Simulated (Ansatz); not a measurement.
## Quasiparticle gap of H2CClF (P2_1)

Wanted: the gap of H2CClF (P2_1) with a many-body correction, and the time that it takes.

Main program and level: Ansatz 0.2.0; PBE, then G0W0 on it, plane waves, PAW.

### Step 1. Starting point

It takes space group P2_1 (No. 4, monoclinic). Conventional cell: a = 5.021 Å, b = 4.148 Å, c = 6.768 Å, α = 90.00°, β = 108.21°, γ = 90.00°. Nearest to H lie 1 C at 1.10 Å. Nearest to H lie 1 C at 1.08 Å. Nearest to C lie 2 H at 1.08 to 1.10 Å and 1 F at 1.37 Å and 1 Cl at 1.79 Å. Nearest to Cl lie 1 C at 1.79 Å. F has 1 C at 1.37 Å nearest. Farther neighbours and most contacts between anions are not listed.

The start is a cell from the Crystallography Open Database. The default PAW set here is soft_2. Its files were made with PBE.

### Step 2. Relaxing the structure

The structure is relaxed first.

This step: DFT, PBE, plane waves, PAW.

Input file input.yaml:

```yaml
crystal:
  lattice:
    - [5.0206, 0.0, 0.0]
    - [0.0, 4.1477, 0.0]
    - [-2.1143188253, 0.0, 6.4288463713]
  atoms:
    - { symbol: H, position: [0.292, 0.3911, 0.15] }
    - { symbol: H, position: [0.708, 0.8911, 0.85] }
    - { symbol: H, position: [0.572, 0.106, 0.265] }
    - { symbol: H, position: [0.428, 0.606, 0.735] }
    - { symbol: C, position: [0.3506, 0.1398, 0.1916] }
    - { symbol: C, position: [0.6494, 0.6398, 0.8084] }
    - { symbol: Cl, position: [0.1699, 0.0061, 0.3661] }
    - { symbol: Cl, position: [0.8301, 0.5061, 0.6339] }
    - { symbol: F, position: [0.2628, 0.9575, 0.014] }
    - { symbol: F, position: [0.7372, 0.4575, 0.986] }
kpoints:
  mp_grid: { grid: [4, 6, 4] }
hamiltonian:
  xc: pbe
scf:
  occupations: { method: fermi_dirac, width: 0.02 }
relax:
  f_tol: 0.02
  max_steps: 60
output:
  write_density: true
  write_potential: true
  elf: true
  volumetric_format: npy
```

Command:

```bash
$ ansatz run input.yaml --threads 3 --pin off --max-ram 92160MiB --backend cuda --events-out ev --progress --plain --runs-dir out --devices 1 --max-vram 13GiB  # rebuilt from the run's record
```

Numbers of over 12 decimals in the logs are rounded to 6 here.

What it wrote:

```text
GPUs: using 1 of 1 available (devices: 1).
Engine: ansatz 0.2.0, x86_64-unknown-linux-gnu
Pseudopotentials: kind: paw
Pseudopotential: H, paw, valence charge 1, recommended cutoff 420 eV (normal), H.paw.azcp
Pseudopotential: C, paw, valence charge 4, recommended cutoff 420 eV (normal), C.paw.azcp
Pseudopotential: Cl, paw, valence charge 7, recommended cutoff 420 eV (normal), Cl.paw.azcp
Pseudopotential: F, paw, valence charge 7, recommended cutoff 420 eV (normal), F.paw.azcp
Functional definition: PBE
  parameter kappa = 0.804
  parameter beta = 0.066725
  exchange = pbe_x(kappa = kappa, mu = beta*pi^2/3)
  correlation = pbe_c(beta = beta)
device memory: the entry about to start is reckoned to put 2.3 GiB on a device that reports 26.0 GiB free (of which the cap on the GPU budget leaves the run 13.0 GiB)
GPU FFT provider: cuFFT
GPU libraries: cuBLAS 13.8.2, cuFFT 12.4.0, cuSOLVER 12.3.4
Crystal: 10 atoms, lattice volume = 133.874 Å³
Basis set: ecut = 420 eV, 2603 PW (Γ), exchange–correlation on 72×60×96 points (8 copies of the dense FFT grid, shifted against one another)
Bands: 30, of which v1, the nominal top of the filled ones, is band 20 counted from 1 (19 counted from 0)
Symmetry: 2 space group operations
Space group: P21 (ITA 4), of the structure as read, at distance tolerance 5.1e-5 Å
k-points: 40 of 96 (time reversal used)
Non-local potential: H, projectors of the file, l = 0: 2, l = 1: 1
Non-local potential: C, projectors of the file, l = 0: 2, l = 1: 2, l = 2: 1
Non-local potential: Cl, projectors of the file, l = 0: 2, l = 1: 2, l = 2: 2
Non-local potential: F, projectors of the file, l = 0: 2, l = 1: 2, l = 2: 1
PAW form: soft (Blöchl's): semilocal exchange-correlation on the pseudo side does not see the compensation charge
PAW one-centre angular grid: H, 110 points (default); XC on 64 Gauss nodes
PAW one-centre angular grid: C, 110 points (default); XC on 64 Gauss nodes
PAW one-centre angular grid: Cl, 110 points (default); XC on 64 Gauss nodes
PAW one-centre angular grid: F, 110 points (default); XC on 64 Gauss nodes
Initial density: superposition of atomic densities (neutral atoms: chi_scale 0, normalization atom), corrected by the library's trained network
Initial wavefunctions: pseudopotential atomic-orbital guess
GPU buffer pool allocated for 51840 grid points (all kernels)
GPU transforms: local potential and band sums: pruned to the plane-wave sphere, on 36×27×45
Functional: x = pbe(κ = 0.804, μ = 0.219515), c = pbe(β = 0.066725)
SCF iter   1: F=—  HF=-4341.585235 eV  |F-HF|=—  |Δ(HF+E_count)|=         —  Δρ=1.55e-3  dr2=9.00e-4  ethr=1.77e-3  ⟨swp⟩=6.4  Hψ=6049  notcnv=0  defer=3
preconditioner: auto → Resta (q_TF=auto, 2.231 Å⁻¹)  ε∞=2.9  [insulator: Δε(μ)=6.005 eV  Ē_g=14.062 eV  σ=0.020 eV  W_gap=1.00  n_scr=26 (ndim 8)  ℏωp=19.3 eV  f_vac=0.110  D(μ)=0.00/eV (n_scr^D=0)  ε∞_Penn≈2.9]
SCF iter   2: F=—  HF=-4341.586587 eV  |F-HF|=—  |Δ(HF+E_count)|=   1.35e-3  Δρ=8.34e-4  dr2=2.86e-4  ethr=2.25e-6  ⟨swp⟩=3.4  Hψ=2877  notcnv=0  defer=200
SCF iter   3: F=—  HF=-4341.587217 eV  |F-HF|=—  |Δ(HF+E_count)|=   6.31e-4  Δρ=3.05e-4  dr2=5.52e-5  ethr=7.16e-7  ⟨swp⟩=2.0  Hψ=1649  notcnv=0  defer=200
SCF iter   4: F=—  HF=-4341.587319 eV  |F-HF|=—  |Δ(HF+E_count)|=   1.01e-4  Δρ=6.17e-5  dr2=6.54e-6  ethr=2.50e-8  ⟨swp⟩=9.3  Hψ=8540  notcnv=0
iter 5 did not close the SCF: its close was put off for the readings that it lacked (scf_convergence_deferred on its scf_iter line)
SCF iter   5: F=-4341.587319 eV  HF=-4341.587320 eV  |F-HF|=3.96e-7  |Δ(HF+E_count)|=   9.97e-7  Δρ=3.70e-5  dr2=1.27e-6  ethr=1.64e-8  ⟨swp⟩=2.9  Hψ=1773  notcnv=0  defer=200
SCF iter   6: F=-4341.587320 eV  HF=-4341.587320 eV  |F-HF|=1.17e-8  |Δ(HF+E_count)|=   1.11e-7  Δρ=1.30e-5  dr2=1.86e-7  ethr=3.18e-9  ⟨swp⟩=10.6  Hψ=9560  notcnv=0
SCF 1 converged in 6 iterations: F = -4341.587320 eV  dr2 = 1.86e-7
  greatest PAW one-centre occupation: 0.932 electrons in one spin orbital (limit 2), on the F atom at site 9 (counted from 0), in its partial waves of l = 0
relax step   1: F+E_penalty+E_count = -4341.58731965 eV  Δ(F+E_penalty+E_count) = +0.000e0 eV  max|allowed force component| = 6.258e-1 eV/Å  Δτ_max = 0.0000 Å  (6 SCF iters, dr2 threshold 1.00e-5 eV, accepted)
[...]
relax step   2: F+E_penalty+E_count = -4341.59751894 eV  Δ(F+E_penalty+E_count) = -1.020e-2 eV  max|allowed force component| = 1.466e-1 eV/Å  Δτ_max = 0.1130 Å  (6 SCF iters, dr2 threshold 2.45e-5 eV, accepted)
[...]
relax step   3: F+E_penalty+E_count = -4341.60758306 eV  Δ(F+E_penalty+E_count) = -1.006e-2 eV  max|allowed force component| = 1.087e-1 eV/Å  Δτ_max = 0.0618 Å  (6 SCF iters, dr2 threshold 1.34e-6 eV, accepted)
[...]
relax step   4: F+E_penalty+E_count = -4341.60827038 eV  Δ(F+E_penalty+E_count) = -6.873e-4 eV  max|allowed force component| = 6.244e-2 eV/Å  Δτ_max = 0.0216 Å  (6 SCF iters, dr2 threshold 7.39e-7 eV, accepted)
[...]
relax step   5: F+E_penalty+E_count = -4341.60698885 eV  Δ(F+E_penalty+E_count) = +1.282e-3 eV  max|allowed force component| = 1.429e-1 eV/Å  Δτ_max = 0.0134 Å  (5 SCF iters, dr2 threshold 1.29e-6 eV, rejected (line search))
[...]
relax step   6: F+E_penalty+E_count = -4341.60862408 eV  Δ(F+E_penalty+E_count) = -3.537e-4 eV  max|allowed force component| = 1.202e-2 eV/Å  Δτ_max = 0.0065 Å  (6 SCF iters, accepted)
device memory: the entry about to start is reckoned to put 2.4 GiB (of the 2.5 GiB reckoned in all, the device holds 0.1 GiB already) on a device that reports 25.9 GiB free (of which the cap on the GPU budget leaves the run 13.0 GiB)
NSCF: frozen V_eff on 40 k-points, pencils in batches of 32, up to order 120
the band table was solved once a step of the walk had ended and its energy, with any forces and stress, was formed, with the checks that follow a solve (6965 applications of the Hamiltonian). They found nothing against the state; the energy, forces and stress were not computed again (output.eigenvalues in the input reference)
SCF converged after 6 iterations
Free energy (F): -4341.608624 eV
Harris-Foulkes:  -4341.608624 eV  (|F-HF|=5.20e-9)
Internal energy: -4341.608624 eV  (E = F + TS)
E sigma→0 (E₀):  -4341.608624 eV
Fermi energy:    2.382463 eV
--- Per-component energies (eV) ---
  E_band       = -302.459056
  E_kinetic    = 966.187491
  E_local      = -2749.918539  (includes V_loc(G=0)·N_el)
  E_nonlocal   = 264.471915
  E_hartree    = 983.655757
  E_xc         = -502.592478
  E_vxc        = -609.484529  (∫ρ·V_xc dr)
  E_paw        = -1919.564996  (= ΣΔE_a)
  E_vpaw       = -141.024663  (= ΣTr[D̂ρ^β])
  E_aug_tail   = -0.001295  (compensation charges beyond the density's cutoff)
  E_ewald      = -1383.846480
  E_smearing   = -0.000000  (= −TS)
  E_closure    = 0.000000  (closes the sum)
  Σ components = -4341.608624   (vs F -4341.608624, Δ=0.00e0)
--- Forces (eV/Å), atoms counted from 1 ---
  atom   1  H     -0.00033574    -0.00416288    -0.00026143
  atom   2  H      0.00033574    -0.00416288     0.00026143
  atom   3  H     -0.00448083    -0.00211870    -0.00033174
  atom   4  H      0.00448083    -0.00211870     0.00033174
  atom   5  C     -0.00748025     0.00831270     0.01201892
  atom   6  C      0.00748025     0.00831270    -0.01201892
  atom   7  Cl     0.00721068     0.00123016    -0.00529773
  atom   8  Cl    -0.00721068     0.00123016     0.00529773
  atom   9  F     -0.00089648    -0.00333421    -0.00656742
  atom  10  F      0.00089648    -0.00333421     0.00656742
  max |Σ_I F_I| component: 1.46e-4 eV/Å
--- Band table (eV; the first three rows and the last of 40) ---
  k-point 0: bands = [... 16 lower, -1.4015, -1.3764, -1.3552, -0.8884, 5.7133, 5.9528, 6.4523, 7.5892, ... 6 higher]
  k-point 1: bands = [... 16 lower, -1.5068, -1.3150, -1.2743, -0.9040, 5.7294, 5.9026, 6.5344, 7.3298, ... 6 higher]
  k-point 2: bands = [... 16 lower, -1.5417, -1.2640, -1.2484, -0.9205, 5.7842, 5.8114, 6.7083, 7.0239, ... 6 higher]
  k-point 39: bands = [... 16 lower, -1.4114, -1.4114, -0.6445, -0.6445, 5.8940, 5.8940, 7.1943, 7.1943, ... 6 higher]
--- Relaxed structure (6 steps of the walk, 5 accepted, 0 SCFs on fresh bases) ---
  F+E_penalty+E_count = -4341.60862408 eV   max|allowed force component| = 1.202e-2 eV/Å
  atoms:
    - { symbol: H, position: [0.285391, 0.391433, 0.155355] }
    - { symbol: H, position: [0.714609, 0.891433, 0.844645] }
    - { symbol: H, position: [0.570866, 0.107928, 0.270869] }
    - { symbol: H, position: [0.429134, 0.607928, 0.729131] }
    - { symbol: C, position: [0.346144, 0.140759, 0.194265] }
    - { symbol: C, position: [0.653856, 0.640759, 0.805735] }
    - { symbol: Cl, position: [0.166522, 0.00252284, 0.368341] }
    - { symbol: Cl, position: [0.833478, 0.502523, 0.631659] }
    - { symbol: F, position: [0.264550, 0.957857, 0.015000] }
    - { symbol: F, position: [0.735450, 0.457857, 0.985000] }
```

Wall time 17 s (1 × NVIDIA H100 80GB HBM3 (shared by 6 runs) with 3 threads of AMD EPYC 7R13 (Zen 3), shared host); peak memory 1 GiB.

The steps of the relaxation:

```tsv
step	energy less that of the first step (eV)	largest force component (eV/Å)
1	0.0000	0.6258
2	-0.0102	0.1466
3	-0.0203	0.1087
4	-0.0210	0.0624
5	-0.0197	0.1429
6	-0.0213	0.0120
```

Relaxation step 5 was tried and not accepted.

The run keeps the 2 symmetry operations that it works with, so distortions that break them were not tested.

The atoms that moved most (Å):

```tsv
atom	dx	dy	dz	length
H1	-0.045	0.001	0.034	0.056
H2	0.045	0.001	-0.034	0.056
H4	0.018	0.008	-0.038	0.043
H3	-0.018	0.008	0.038	0.043
C5	-0.028	0.004	0.017	0.033
C6	0.028	0.004	-0.017	0.033
Cl7	-0.022	-0.015	0.014	0.030
Cl8	0.022	-0.015	-0.014	0.030
```

### Step 3. The PBE band structure

Levels along a band path and on the mesh show where this functional puts the band edges.

Input file input.yaml:

```yaml
crystal:
  lattice:
    - [5.0206, 0.0, 0.0]
    - [0.0, 4.1477, 0.0]
    - [-2.1143188253, 0.0, 6.4288463713]
  atoms:
    - { symbol: H, position: [0.2853907074, 0.3914333251, 0.1553547444] }
    - { symbol: H, position: [0.7146092926, 0.8914333251, 0.8446452556] }
    - { symbol: H, position: [0.5708661695, 0.1079278767, 0.2708692269] }
    - { symbol: H, position: [0.4291338305, 0.6079278767, 0.7291307731] }
    - { symbol: C, position: [0.3461441783, 0.1407585261, 0.1942650717] }
    - { symbol: C, position: [0.6538558217, 0.6407585261, 0.8057349283] }
    - { symbol: Cl, position: [0.1665216804, 0.0025228448, 0.3683413112] }
    - { symbol: Cl, position: [0.8334783196, 0.5025228448, 0.6316586888] }
    - { symbol: F, position: [0.2645503672, 0.9578574273, 0.0149998989] }
    - { symbol: F, position: [0.7354496328, 0.4578574273, 0.9850001011] }
kpoints:
  mp_grid: { grid: [6, 6, 4] }
  band_path:
    path:
      - [0.0, 0.0, 0.0]
      - [0.0, 0.5, 0.0]
      - [0.0, 0.5, 0.5]
      - [0.0, 0.0, 0.5]
      - [0.0, 0.0, 0.0]
      - [-0.5, 0.0, 0.5]
      - [-0.5, 0.5, 0.5]
      - [0.0, 0.5, 0.0]
      - [-0.5, 0.5, 0.0]
      - [-0.5, 0.0, 0.0]
      - [0.0, 0.0, 0.0]
    npoints: 10
hamiltonian:
  xc: pbe
scf:
  occupations: { method: fermi_dirac, width: 0.02 }
  n_extra_bands: 7
output:
  eigenvalues: true
  forces: true
  stress: true
  write_density: true
  write_potential: true
  elf: true
  volumetric_format: npy
```

What it wrote:

```text
[...]
GPUs: using 1 of 1 available (devices: 1).
[...]
GPU FFT provider: cuFFT
GPU libraries: cuBLAS 13.8.2, cuFFT 12.4.0, cuSOLVER 12.3.4
Crystal: 10 atoms, lattice volume = 133.874 Å³
Basis set: ecut = 420 eV, 2603 PW (Γ), exchange–correlation on 72×60×96 points (8 copies of the dense FFT grid, shifted against one another)
Bands: 27, of which v1, the nominal top of the filled ones, is band 20 counted from 1 (19 counted from 0)
Symmetry: 2 space group operations
[...]
k-points: 56 of 144 (time reversal used)
[...]
GPU buffer pool allocated for 51840 grid points (all kernels)
[...]
SCF iter   1: F=—  HF=-4341.606404 eV  |F-HF|=—  |Δ(HF+E_count)|=         —  Δρ=1.54e-3  dr2=8.84e-4  ethr=1.77e-3  ⟨swp⟩=6.9  Hψ=7698  notcnv=0
[...]
SCF iter   7: F=-4341.608667 eV  HF=-4341.608667 eV  |F-HF|=5.45e-10  |Δ(HF+E_count)|=   9.33e-8  Δρ=1.74e-6  dr2=3.56e-9  ethr=2.50e-10  ⟨swp⟩=14.1  Hψ=12361  notcnv=0
SCF 1 converged in 7 iterations: F = -4341.608667 eV  dr2 = 3.56e-9
[...]
NSCF: frozen V_eff on 101 k-points
SCF converged after 7 iterations
Free energy (F): -4341.608667 eV
[...]
Internal energy: -4341.608667 eV  (E = F + TS)
E sigma→0 (E₀):  -4341.608667 eV
Fermi energy:    2.381360 eV
[...]
--- Forces (eV/Å), atoms counted from 1 ---
  atom   1  H     -0.00036669    -0.00414191    -0.00024975
  atom   2  H      0.00036669    -0.00414191     0.00024975
  atom   3  H     -0.00443299    -0.00210874    -0.00031248
  atom   4  H      0.00443299    -0.00210874     0.00031248
  atom   5  C     -0.00750651     0.00829047     0.01202951
  atom   6  C      0.00750651     0.00829047    -0.01202951
  atom   7  Cl     0.00718485     0.00124737    -0.00531742
  atom   8  Cl    -0.00718485     0.00124737     0.00531742
  atom   9  F     -0.00089145    -0.00328736    -0.00655413
  atom  10  F      0.00089145    -0.00328736     0.00655413
  max |Σ_I F_I| component: 3.30e-7 eV/Å
--- Stress (GPa, compression-positive) ---
        1.237928      -0.000000       0.020894
       -0.000000       1.324082      -0.000000
        0.020892      -0.000000       1.392227
  P = ⅓ Tr σ = 1.3181 GPa (13.181 kbar)
--- Band table (eV; the first three rows and the last of 56) ---
  k-point 0: bands = [... 16 lower, -1.4015, -1.3764, -1.3552, -0.8884, 5.7133, 5.9528, 6.4523, 7.5892, ... 3 higher]
  k-point 1: bands = [... 16 lower, -1.5069, -1.3150, -1.2744, -0.9040, 5.7294, 5.9026, 6.5344, 7.3298, ... 3 higher]
  k-point 2: bands = [... 16 lower, -1.5417, -1.2640, -1.2484, -0.9205, 5.7842, 5.8114, 6.7083, 7.0239, ... 3 higher]
  k-point 55: bands = [... 16 lower, -1.4114, -1.4114, -0.6445, -0.6445, 5.8940, 5.8940, 7.1943, 7.1943, ... 3 higher]
```

Run time: 7.5 s. Hardware: 1 × NVIDIA H100 80GB HBM3 (shared by 6 runs) with 3 threads; peak memory 1 GiB.

Numbers from this step:

```yaml
pressure: 1.318 GPa
filled_bands: 20
gap: 5.993 eV
valence_top_at: k = (-0.500, 0.450, 0.000)
conduction_bottom_at: Y_2
least_direct_gap: 6.043 eV
```

Over mesh and path the gap is 5.993 eV, from k = (-0.500, 0.450, 0.000) to k = (-0.500, 0.000, 0.000). The least direct gap found is 6.043 eV, at k = (-0.500, 0.000, 0.000). On the 6×6×4 mesh alone the same run gives 5.996 eV, so that mesh misses an edge of PBE: 5.996 − 5.993 = +0.003 eV.

The electronic bands at the labelled points (eV, zero at the top of the highest nominally filled band):

```tsv
point	band 17	band 18	band 19	band 20	band 21	band 22	band 23	band 24
Γ	-0.77	-0.74	-0.72	-0.25	6.35	6.59	7.09	8.22
halfway	-0.84	-0.78	-0.59	-0.24	6.31	6.61	7.41	8.31
Z	-0.82	-0.82	-0.33	-0.33	6.43	6.43	7.96	7.96
halfway	-0.87	-0.87	-0.34	-0.34	6.51	6.51	8.00	8.00
D	-0.92	-0.92	-0.35	-0.35	6.59	6.59	8.02	8.02
halfway	-0.94	-0.74	-0.52	-0.31	6.42	6.53	7.66	8.02
B	-0.91	-0.63	-0.61	-0.28	6.42	6.45	7.34	7.66
halfway	-0.87	-0.68	-0.64	-0.27	6.37	6.54	7.17	7.97
Γ	-0.77	-0.74	-0.72	-0.25	6.35	6.59	7.09	8.22
halfway	-0.85	-0.57	-0.40	-0.21	6.16	6.45	7.54	8.28
A	-0.82	-0.56	-0.14	-0.10	6.13	6.60	7.82	8.30
halfway	-0.91	-0.62	-0.07	-0.06	6.23	6.73	7.83	7.96
E	-0.78	-0.78	-0.01	-0.01	6.53	6.53	7.83	7.83
halfway	-0.83	-0.83	-0.20	-0.20	6.56	6.56	7.76	7.76
Z	-0.82	-0.82	-0.33	-0.33	6.43	6.43	7.96	7.96
halfway	-0.82	-0.82	-0.19	-0.19	6.47	6.47	7.77	7.77
C2	-0.84	-0.84	0.00	0.00	6.54	6.54	7.58	7.58
halfway	-0.87	-0.65	-0.10	-0.03	6.13	6.70	7.48	7.71
Y2	-0.70	-0.57	-0.19	-0.05	5.99	6.72	7.04	8.02
halfway	-0.72	-0.64	-0.43	-0.19	6.14	6.54	7.35	7.96
Γ	-0.77	-0.74	-0.72	-0.25	6.35	6.59	7.09	8.22
```

ELF in the ac plane at fractional y = 0.003, with atoms of Cl and F within 0.2 Å of it. It is the smooth field of the valence electrons, not physical close to the nuclei.

Ten even steps from '0' (0.00) to '9' (0.98), each cell a mean:
```
27888740013300
15777400379820
02332001799820
00000002898500
00000001453000
00000000000000
00022100000000
02467630000000
26889850000000
68889840000003
87568620220026
97357525872048
98677569982058
87776589971058
54344456630036
10256521000001
02566740000000
16866851000000
```
Columns run along a (5.0 Å), rows up along c (6.8 Å). Atoms in or near the plane, at fractional coordinates: Cl at (0.17, 0.37), F at (0.26, 0.01).

Electrostatic potential energy in the ac plane at fractional y = 0.003, with atoms of Cl and F within 0.2 Å of it. With pseudopotentials it is smooth inside the atoms' cores, unlike the true potential.

Ten even steps from '_' (-45 eV) to '@' (7 eV), each cell a mean:
```
@@@@==::--%%@@@@@@@@@@@@@@@@
@@@@@@%%@@@@@@@@@@@@%%@@@@@@
@@@@@@@@@@@@@@@@@@%%%%@@@@@@
@@@@@@@@@@@@@@@@@@%%%%@@@@@@
@@@@@@@@@@@@@@@@@@@@@@@@@@@@
@@@@@@@@@@@@@@@@@@@@@@@@@@@@
@@@@@@@@@@@@@@@@@@@@@@@@@@@@
@@@@@@@@@@@@@@@@@@@@@@@@@@@@
@@@@%%##%%@@@@@@@@@@@@@@@@@@
%%++::..++%%@@@@@@@@@@@@@@@@
**______::%%@@@@@@@@@@@@@@@@
==______==%%@@@@@@@@@@@@@@%%
++....--**##%%%%%%%%@@@@@@@@
%%****##**++##%%%%@@@@@@@@@@
@@@@%%##====##%%@@@@@@@@@@@@
@@@@%%**==**%%@@@@@@@@@@@@@@
@@@@##::__--@@@@@@@@@@@@@@@@
@@@@==____==@@@@@@@@@@@@@@@@
```
Columns run along a (5.0 Å; values clipped at the 3rd and 97th percentile), rows up along c (6.8 Å). Atoms in or near the plane, at fractional coordinates: Cl at (0.17, 0.37), F at (0.26, 0.01).

(Part 1 of 2 ends here.)

[Paths, hosts, dates, memory and timing lines, banners, echoed tables and standing remarks are left out of the program output.]

[Logs are printed without paths, hosts, clocks, repeated set-up lines and the standing remarks that a program may print on its own settings, such as how far it seeks lower states.]

[Runs of the session that timed out or met a known fault of the program may be left out.]

[Cells called generated may have been cut or substituted from an entry of the Crystallography Open Database or the Materials Project.]

[Hosts, paths, dates, database ids (printed as entryN), source tags and the programs' standing remarks are cut or masked in the printed files.]

[Where an RPA ε∞ is given, it is that of the G0W0 mesh and is not shown converged in it. Names of k-points follow the symmetry that the program found, which can be lower than the space group named. Band edges on a path are those of the sampled points; other points can move an edge, and change direct to indirect where valleys lie close.]

[Hybrid gaps are those of their k-mesh and are not shown converged in it.]
